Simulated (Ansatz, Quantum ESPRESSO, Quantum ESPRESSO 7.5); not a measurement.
# Al: work function by face

Wanted: work functions of Al face by face, under two functionals.

Main program and level: Quantum ESPRESSO 7.5; plane-wave DFT, PBE, GBRV ultrasoft pseudopotentials (geometry and cross-check by Ansatz 0.2.0 with PAW datasets; geometry under PBE).

The experiments to compare with:

“Properties of real metallic surfaces: Effects of density functional semilocality and van der Waals nonlocality” (2017, arxiv:1702.08515) quotes from earlier work for Al (clean single-crystal faces): work function of (111) (clean (111) face) 4.32 eV; work function of (100) (clean (100) face) 4.32 eV; work function of (110) (clean (110) face) 4.23 eV.

**1. Starting point**

The cell holds 5 atoms: 5 Al. Cell: a = 2.864 Å, b = 2.864 Å, c = 25.353 Å, α = 90.0°, β = 90.0°, γ = 60.0°. It derives from Al. Vacuum lies along c.

**2. Relaxation with Ansatz of (111)**

The geometry comes first, from a plane-wave PAW code, so that the later runs on this slab share one structure.

Input file input.yaml:

```yaml
crystal:
  lattice:
    - [2.8637824638, 0.0, 0.0]
    - [1.4318912319, 2.4801083646, 0.0]
    - [0.0, 0.0, 25.3530743609]
  atoms:
    - { symbol: Al, position: [0.6666666667, 0.6666666667, 0.315543586] }
    - { symbol: Al, position: [0.0, 0.0, 0.407771793] }
    - { symbol: Al, position: [0.3333333333, 0.3333333333, 0.5] }
    - { symbol: Al, position: [0.6666666667, 0.6666666667, 0.592228207] }
    - { symbol: Al, position: [0.0, 0.0, 0.684456414] }
kpoints:
  mp_grid: { grid: [12, 12, 1] }
hamiltonian:
  xc: pbe
scf:
  occupations: { method: fermi_dirac, width: 0.1 }
  convergence: { dr2_threshold: 1.0e-08 }
efield:
  axis: 3
  dipole_correction: true
  ramp_position: 0.97
  ramp_width: 0.04
relax:
  f_tol: 0.01
  constraints: [{ sites: [2] }]
output:
  write_potential: true
  write_density: true
  volumetric_format: npy
```

The run is started by

```sh
$ ansatz run input.yaml --threads 2 --pin off --max-ram 4096MiB --backend cpu --events-out ev --progress --plain --runs-dir out
```

Numbers of over 12 decimals in the logs are rounded to 6 here.

Log:

```text
Engine: ansatz 0.2.0, aarch64-unknown-linux-gnu
Pseudopotentials: kind: paw
Pseudopotential: Al, paw, valence charge 3, recommended cutoff 420 eV (normal), Al.paw.azcp
Functional definition: PBE
  parameter kappa = 0.804
  parameter beta = 0.066725
  exchange = pbe_x(kappa = kappa, mu = beta*pi^2/3)
  correlation = pbe_c(beta = beta)
Crystal: 5 atoms, lattice volume = 180.070 Å³
Basis set: ecut = 420 eV, 3541 PW (Γ), exchange–correlation on 40×40×360 points (8 copies of the dense FFT grid, shifted against one another)
Bands: 13, of which v1, the nominal top of the filled ones, is band 8 counted from 1 (7 counted from 0)
Symmetry: 6 space group operations
k-points: 19 of 144 (time reversal used)
Non-local potential: Al, projectors of the file, l = 0: 2, l = 1: 2, l = 2: 1
PAW form: soft (Blöchl's): semilocal exchange-correlation on the pseudo side does not see the compensation charge
PAW one-centre angular grid: Al, 110 points (default); XC on 64 Gauss nodes
Initial density: superposition of atomic densities (neutral atoms: chi_scale 0, normalization atom), corrected by the library's trained network
Initial wavefunctions: pseudopotential atomic-orbital guess
Functional: x = pbe(κ = 0.804, μ = 0.219515), c = pbe(β = 0.066725)
SCF iter   1: F=—  HF=-2686.826060 eV  |F-HF|=—  |Δ(HF+E_count)|=         —  Δρ=1.14e-3  dr2=3.70e-2  ethr=1.77e-3  p=0.000 e·Å  D=3.20e-4 V/Å  ΔV_dip=-0.01 eV  dr2_dipole=7.58e-5  V_vac-E_F(+/−)=3.97/3.98 eV  ⟨swp⟩=8.4  Hψ=2039  notcnv=0
efield: sawtooth ramp at fractional position 0.9700 (set: `efield.ramp_position`, or a place that a band, a saddle search or an elastic batch's reference lends), width 0.0400; the density the first Hamiltonian is built on has a dipole p = 0.000 e·Å; the dipole correction subtracts the counter field D = 3.20e-4 V/Å, which shifts the + side's vacuum level by -0.01 eV against the − side's; the planar-averaged density in the ramp window peaks in size at 9.1e-6 e/Å³
preconditioner: auto → LDOS  [metal: Δε(μ)=0.128 eV  Ē_g=6.771 eV  σ=0.100 eV  W_gap=0.31  n_scr=14 (ndim 8)  ℏωp=10.7 eV  f_vac=0.439  D(μ)=2.11/eV (n_scr^D=10)  β→1.0]
SCF iter   2: F=—  HF=-2686.824519 eV  |F-HF|=—  |Δ(HF+E_count)|=   1.54e-3  Δρ=3.28e-4  dr2=4.51e-4  ethr=2.47e-4  p=-0.000 e·Å  D=-6.21e-6 V/Å  ΔV_dip=0.00 eV  dr2_dipole=3.52e-6  V_vac-E_F(+/−)=4.11/4.10 eV  ⟨swp⟩=1.5  Hψ=438  notcnv=0  defer=5
SCF iter   3: F=—  HF=-2686.824647 eV  |F-HF|=—  |Δ(HF+E_count)|=   1.28e-4  Δρ=7.18e-5  dr2=9.28e-5  ethr=3.01e-6  p=0.000 e·Å  D=1.90e-5 V/Å  ΔV_dip=-0.00 eV  dr2_dipole=7.87e-9  V_vac-E_F(+/−)=4.12/4.12 eV  ⟨swp⟩=2.3  Hψ=440  notcnv=0  defer=5
SCF iter   4: F=—  HF=-2686.824624 eV  |F-HF|=—  |Δ(HF+E_count)|=   2.26e-5  Δρ=1.87e-5  dr2=5.79e-6  ethr=6.19e-7  p=0.000 e·Å  D=5.35e-6 V/Å  ΔV_dip=-0.00 eV  dr2_dipole=1.14e-8  V_vac-E_F(+/−)=4.12/4.12 eV  ⟨swp⟩=1.5  Hψ=271  notcnv=0  defer=5
SCF iter   5: F=—  HF=-2686.824625 eV  |F-HF|=—  |Δ(HF+E_count)|=   3.97e-7  Δρ=3.43e-6  dr2=5.19e-8  ethr=3.86e-8  p=0.000 e·Å  D=2.28e-6 V/Å  ΔV_dip=-0.00 eV  dr2_dipole=4.49e-10  V_vac-E_F(+/−)=4.12/4.12 eV  ⟨swp⟩=2.2  Hψ=334  notcnv=0  defer=5
SCF iter   6: F=-2686.824625 eV  HF=-2686.824625 eV  |F-HF|=4.81e-10  |Δ(HF+E_count)|=   1.41e-7  Δρ=1.10e-6  dr2=5.82e-9  ethr=6.67e-11  p=0.000 e·Å  D=7.51e-7 V/Å  ΔV_dip=-0.00 eV  dr2_dipole=3.64e-12  V_vac-E_F(+/−)=4.12/4.12 eV  ⟨swp⟩=9.9  Hψ=1666  notcnv=0
SCF 1 converged in 6 iterations: F = -2686.824625 eV  dr2 = 5.82e-9
  greatest PAW one-centre occupation: 0.462 electrons in one spin orbital (limit 2), on the Al atom at site 4 (counted from 0), in its partial waves of l = 0
relax step   1: F+E_penalty+E_count = -2686.82462478 eV  Δ(F+E_penalty+E_count) = +0.000e0 eV  max|allowed force component| = 7.749e-2 eV/Å  Δτ_max = 0.0000 Å  (6 SCF iters, accepted)
Initial density: handed on by an earlier stage of this run
Initial wavefunctions: those handed on with the density
iter 1 solved again at ethr=4.43e-5 eV; its pass at ethr=3.10e-3 eV (dr2=6.65e-3 eV) is discarded
SCF iter   1: F=—  HF=-2686.826986 eV  |F-HF|=—  |Δ(HF+E_count)|=         —  Δρ=6.43e-4  dr2=6.54e-3  ethr=4.43e-5  p=0.000 e·Å  D=7.47e-7 V/Å  ΔV_dip=-0.00 eV  dr2_dipole=3.12e-9  V_vac-E_F(+/−)=4.11/4.11 eV  ⟨swp⟩=1.6  Hψ=1076  notcnv=0  defer=5
efield: sawtooth ramp at fractional position 0.9700 (set: `efield.ramp_position`, or a place that a band, a saddle search or an elastic batch's reference lends), width 0.0400; the density the first Hamiltonian is built on has a dipole p = 0.000 e·Å; the dipole correction subtracts the counter field D = 7.47e-7 V/Å, which shifts the + side's vacuum level by -0.00 eV against the − side's; the planar-averaged density in the ramp window peaks in size at 3.6e-7 e/Å³
preconditioner: auto → LDOS  [metal: Δε(μ)=0.091 eV  Ē_g=6.750 eV  σ=0.100 eV  W_gap=0.22  n_scr=14 (ndim 8)  ℏωp=10.7 eV  f_vac=0.438  D(μ)=2.09/eV (n_scr^D=10)  β→1.0]
SCF iter   2: F=—  HF=-2686.826086 eV  |F-HF|=—  |Δ(HF+E_count)|=   9.00e-4  Δρ=4.33e-4  dr2=1.32e-3  ethr=4.36e-5  p=0.000 e·Å  D=7.21e-6 V/Å  ΔV_dip=-0.00 eV  dr2_dipole=9.82e-8  V_vac-E_F(+/−)=4.12/4.12 eV  ⟨swp⟩=2.1  Hψ=353  notcnv=0  defer=5
SCF iter   3: F=—  HF=-2686.825946 eV  |F-HF|=—  |Δ(HF+E_count)|=   1.39e-4  Δρ=6.55e-5  dr2=3.63e-5  ethr=8.82e-6  p=-0.000 e·Å  D=-3.31e-6 V/Å  ΔV_dip=0.00 eV  dr2_dipole=6.59e-10  V_vac-E_F(+/−)=4.11/4.11 eV  ⟨swp⟩=2.2  Hψ=383  notcnv=0  defer=5
SCF iter   4: F=—  HF=-2686.825891 eV  |F-HF|=—  |Δ(HF+E_count)|=   5.50e-5  Δρ=1.13e-5  dr2=5.07e-7  ethr=2.42e-7  p=0.000 e·Å  D=3.48e-6 V/Å  ΔV_dip=-0.00 eV  dr2_dipole=8.31e-10  V_vac-E_F(+/−)=4.11/4.11 eV  ⟨swp⟩=2.3  Hψ=395  notcnv=0  defer=5
SCF iter   5: F=—  HF=-2686.825892 eV  |F-HF|=—  |Δ(HF+E_count)|=   6.66e-7  Δρ=2.39e-6  dr2=1.92e-8  ethr=3.38e-9  p=0.000 e·Å  D=6.78e-7 V/Å  ΔV_dip=-0.00 eV  dr2_dipole=6.27e-12  V_vac-E_F(+/−)=4.11/4.11 eV  ⟨swp⟩=2.8  Hψ=417  notcnv=0  defer=5
SCF iter   6: F=-2686.825892 eV  HF=-2686.825892 eV  |F-HF|=1.53e-9  |Δ(HF+E_count)|=   2.13e-8  Δρ=4.98e-7  dr2=7.78e-10  ethr=6.67e-11  p=0.000 e·Å  D=1.06e-6 V/Å  ΔV_dip=-0.00 eV  dr2_dipole=3.74e-13  V_vac-E_F(+/−)=4.11/4.11 eV  ⟨swp⟩=9.1  Hψ=1515  notcnv=0
SCF 2 converged in 6 iterations: F = -2686.825892 eV  dr2 = 7.78e-10
  greatest PAW one-centre occupation: 0.462 electrons in one spin orbital (limit 2), on the Al atom at site 0 (counted from 0), in its partial waves of l = 0
relax step   2: F+E_penalty+E_count = -2686.82589206 eV  Δ(F+E_penalty+E_count) = -1.267e-3 eV  max|allowed force component| = 2.645e-2 eV/Å  Δτ_max = 0.0183 Å  (6 SCF iters, accepted)
SCF iter   1: F=—  HF=-2686.826174 eV  |F-HF|=—  |Δ(HF+E_count)|=         —  Δρ=1.69e-4  dr2=4.65e-4  ethr=2.95e-5  p=0.000 e·Å  D=1.06e-6 V/Å  ΔV_dip=-0.00 eV  dr2_dipole=8.13e-10  V_vac-E_F(+/−)=4.11/4.11 eV  ⟨swp⟩=2.7  Hψ=758  notcnv=0  defer=5
efield: sawtooth ramp at fractional position 0.9700 (set: `efield.ramp_position`, or a place that a band, a saddle search or an elastic batch's reference lends), width 0.0400; the density the first Hamiltonian is built on has a dipole p = 0.000 e·Å; the dipole correction subtracts the counter field D = 1.06e-6 V/Å, which shifts the + side's vacuum level by -0.00 eV against the − side's; the planar-averaged density in the ramp window peaks in size at 4.0e-7 e/Å³
preconditioner: auto → LDOS  [metal: Δε(μ)=0.087 eV  Ē_g=6.756 eV  σ=0.100 eV  W_gap=0.21  n_scr=14 (ndim 8)  ℏωp=10.7 eV  f_vac=0.438  D(μ)=2.12/eV (n_scr^D=10)  β→1.0]
SCF iter   2: F=—  HF=-2686.826107 eV  |F-HF|=—  |Δ(HF+E_count)|=   6.67e-5  Δρ=1.12e-4  dr2=8.47e-5  ethr=3.10e-6  p=0.000 e·Å  D=1.27e-6 V/Å  ΔV_dip=-0.00 eV  dr2_dipole=7.26e-9  V_vac-E_F(+/−)=4.11/4.11 eV  ⟨swp⟩=2.1  Hψ=469  notcnv=0  defer=5
SCF iter   3: F=—  HF=-2686.826054 eV  |F-HF|=—  |Δ(HF+E_count)|=   5.32e-5  Δρ=1.53e-5  dr2=1.74e-6  ethr=5.64e-7  p=0.000 e·Å  D=4.92e-7 V/Å  ΔV_dip=-0.00 eV  dr2_dipole=2.70e-9  V_vac-E_F(+/−)=4.11/4.11 eV  ⟨swp⟩=2.3  Hψ=360  notcnv=0  defer=5
SCF iter   4: F=—  HF=-2686.826055 eV  |F-HF|=—  |Δ(HF+E_count)|=   1.80e-6  Δρ=3.06e-6  dr2=4.57e-8  ethr=1.16e-8  p=0.000 e·Å  D=1.44e-6 V/Å  ΔV_dip=-0.00 eV  dr2_dipole=3.98e-11  V_vac-E_F(+/−)=4.11/4.11 eV  ⟨swp⟩=2.3  Hψ=398  notcnv=0  defer=5
SCF iter   5: F=-2686.826055 eV  HF=-2686.826055 eV  |F-HF|=1.67e-9  |Δ(HF+E_count)|=   2.85e-8  Δρ=6.25e-7  dr2=1.22e-9  ethr=6.67e-11  p=0.000 e·Å  D=4.99e-7 V/Å  ΔV_dip=-0.00 eV  dr2_dipole=3.87e-15  V_vac-E_F(+/−)=4.11/4.11 eV  ⟨swp⟩=9.4  Hψ=1573  notcnv=0
SCF 3 converged in 5 iterations: F = -2686.826055 eV  dr2 = 1.22e-9
relax step   3: F+E_penalty+E_count = -2686.82605550 eV  Δ(F+E_penalty+E_count) = -1.634e-4 eV  max|allowed force component| = 8.007e-4 eV/Å  Δτ_max = 0.0047 Å  (5 SCF iters, accepted)
NSCF: frozen V_eff on 19 k-points
the band table was solved once a step of the walk had ended and its energy, with any forces and stress, was formed, with the checks that follow a solve (2343 applications of the Hamiltonian). They found nothing against the state; the energy, forces and stress were not computed again (output.eigenvalues in the input reference)
WARN: The output density's exchange-correlation potential varies sharply where the density is thin. Do not read a vacuum level from v_tot or v_xc, or from such a field of the output density. On a cell that repeats whose density bears no net charge and no dipole along the vacuum's axis use v_es (v_loc + v_h of the components); under efield.dipole_correction with no amplitude use v_es + v_field, which holds any externa [...]
SCF converged after 5 iterations
Free energy (F): -2686.826055 eV
Harris-Foulkes:  -2686.826055 eV  (|F-HF|=1.67e-9)
Internal energy: -2686.757213 eV  (E = F + TS)
E sigma→0 (E₀):  -2686.791634 eV
Entropy (-TS):   -0.068843 eV (-13.769 meV/atom)
Fermi energy:    1.468536 eV
Dipole field:    D = 0.000001 V/Å  (p = 0.000001 e·Å, saw-weighted, corrected)
Work function:   Φ+ = 4.1146 eV   Φ− = 4.1147 eV
Levels:          The Fermi level and band energies are counted from a zero that moves with the ramp; work functions are not
--- Per-component energies (eV) ---
  E_band       = -40.955193
  E_kinetic    = 109.533363
  E_local      = -3483.232109  (includes V_loc(G=0)·N_el)
  E_nonlocal   = 51.942112
  E_hartree    = 1720.223820
  E_xc         = -196.229334
  E_vxc        = -141.506448  (∫ρ·V_xc dr)
  E_paw        = -2336.472665  (= ΣΔE_a)
  E_vpaw       = -18.138692  (= ΣTr[D̂ρ^β])
  E_aug_tail   = -0.000011  (compensation charges beyond the density's cutoff)
  E_efield     = 0.000000  (sawtooth field / dipole correction)
  E_vefield    = -0.000002  (∫n·V_field dr)
  E_ewald      = 1447.477611
  E_smearing   = -0.068843  (= −TS)
  E_closure    = 0.000000  (closes the sum)
  Σ components = -2686.826055   (vs F -2686.826055, Δ=0.00e0)
--- Forces (eV/Å), atoms counted from 1 ---
  atom   1  Al    -0.00000000     0.00000000    -0.00080073
  atom   2  Al     0.00000000     0.00000000     0.00059527
  atom   3  Al    -0.00000000    -0.00000000    -0.00001283
  atom   4  Al     0.00000000    -0.00000000    -0.00056417
  atom   5  Al    -0.00000000    -0.00000000     0.00078031
  max |Σ_I F_I| component: 2.15e-6 eV/Å
--- Band table (eV; the first three rows and the last of 19) ---
  k-point 0: bands = [... 4 lower, -4.1590, -2.1080, 0.3032, 2.6478, 4.4874, 5.4609, 5.7240, 7.2137, ... 1 higher]
  k-point 1: bands = [... 4 lower, -3.9950, -1.9517, 0.4591, 2.8013, 4.6450, 5.6233, 5.8867, 7.3647, ... 1 higher]
  k-point 2: bands = [... 4 lower, -3.5054, -1.4834, 0.9224, 3.2475, 5.0866, 6.0680, 6.3275, 6.7657, ... 1 higher]
  k-point 18: bands = [... 4 lower, -0.8997, -0.8997, -0.0872, -0.0872, 0.4097, 1.1754, 2.1202, 2.1202, ... 1 higher]
--- Relaxed structure (3 steps of the walk, 3 accepted, 0 SCFs on fresh bases) ---
  F+E_penalty+E_count = -2686.82605550 eV   max|allowed force component| = 8.007e-4 eV/Å
  atoms:
    - { symbol: Al, position: [0.666667, 0.666667, 0.315006] }
    - { symbol: Al, position: [2.164485403792485e-19, 0, 0.408102] }
    - { symbol: Al, position: [0.333333, 0.333333, 0.5] }
    - { symbol: Al, position: [0.666667, 0.666667, 0.591898] }
    - { symbol: Al, position: [3.523789464287377e-19, 0, 0.684994] }
```

It took 5.7 s on 2 threads of Arm Neoverse V2, shared host; peak memory 0.36 GiB; 11 s of CPU time.

The steps of the relaxation:

```tsv
step	energy less that of the first step (eV)	largest force component (eV/Å)
1	0.0000	0.0775
2	-0.0013	0.0264
3	-0.0014	0.0008
```

The atoms that moved most (Å):

```tsv
atom	dx	dy	dz	length
Al5	0.000	0.000	0.014	0.014
Al1	0.000	0.000	-0.014	0.014
Al4	0.000	0.000	-0.008	0.008
Al2	0.000	0.000	0.008	0.008
```

The relaxed structure:

```xyz
5
Lattice="2.8638 0.0000 0.0000 1.4319 2.4801 0.0000 0.0000 0.0000 25.3531" Properties=species:S:1:pos:R:3
Al    2.8638    1.6534    7.9864
Al    0.0000    0.0000   10.3466
Al    1.4319    0.8267   12.6765
Al    2.8638    1.6534   15.0064
Al    0.0000    0.0000   17.3667
```

 Held were the atoms numbered 3; the forces quoted are those on the free ones.

Numbers from this step:

```
free energy                     : -2686.8261 eV
energy at zero smearing         : -2686.7916 eV
smearing term TS                : 0.06884 eV
Fermi energy                    : 1.469 eV
symmetry operations             : 6
work function of the upper face : 4.115 eV
work function of the lower face : 4.115 eV
dipole along the normal         : 5.84e-7 e·Å
```

(Part 1 of 6 ends here.)

[Logs are printed without paths, hosts, clocks, repeated set-up lines and the standing remarks that a program may print on its own settings, such as how far it seeks lower states.]

[Hosts, paths, dates, database ids (printed as entryN), source tags and the programs' standing remarks are cut or masked in the printed files.]

[Maps of the electrostatic potential energy from Ansatz leave out the sawtooth potential of an applied field or a dipole correction, so their vacuum need not be flat; planar profiles and work functions include it.]
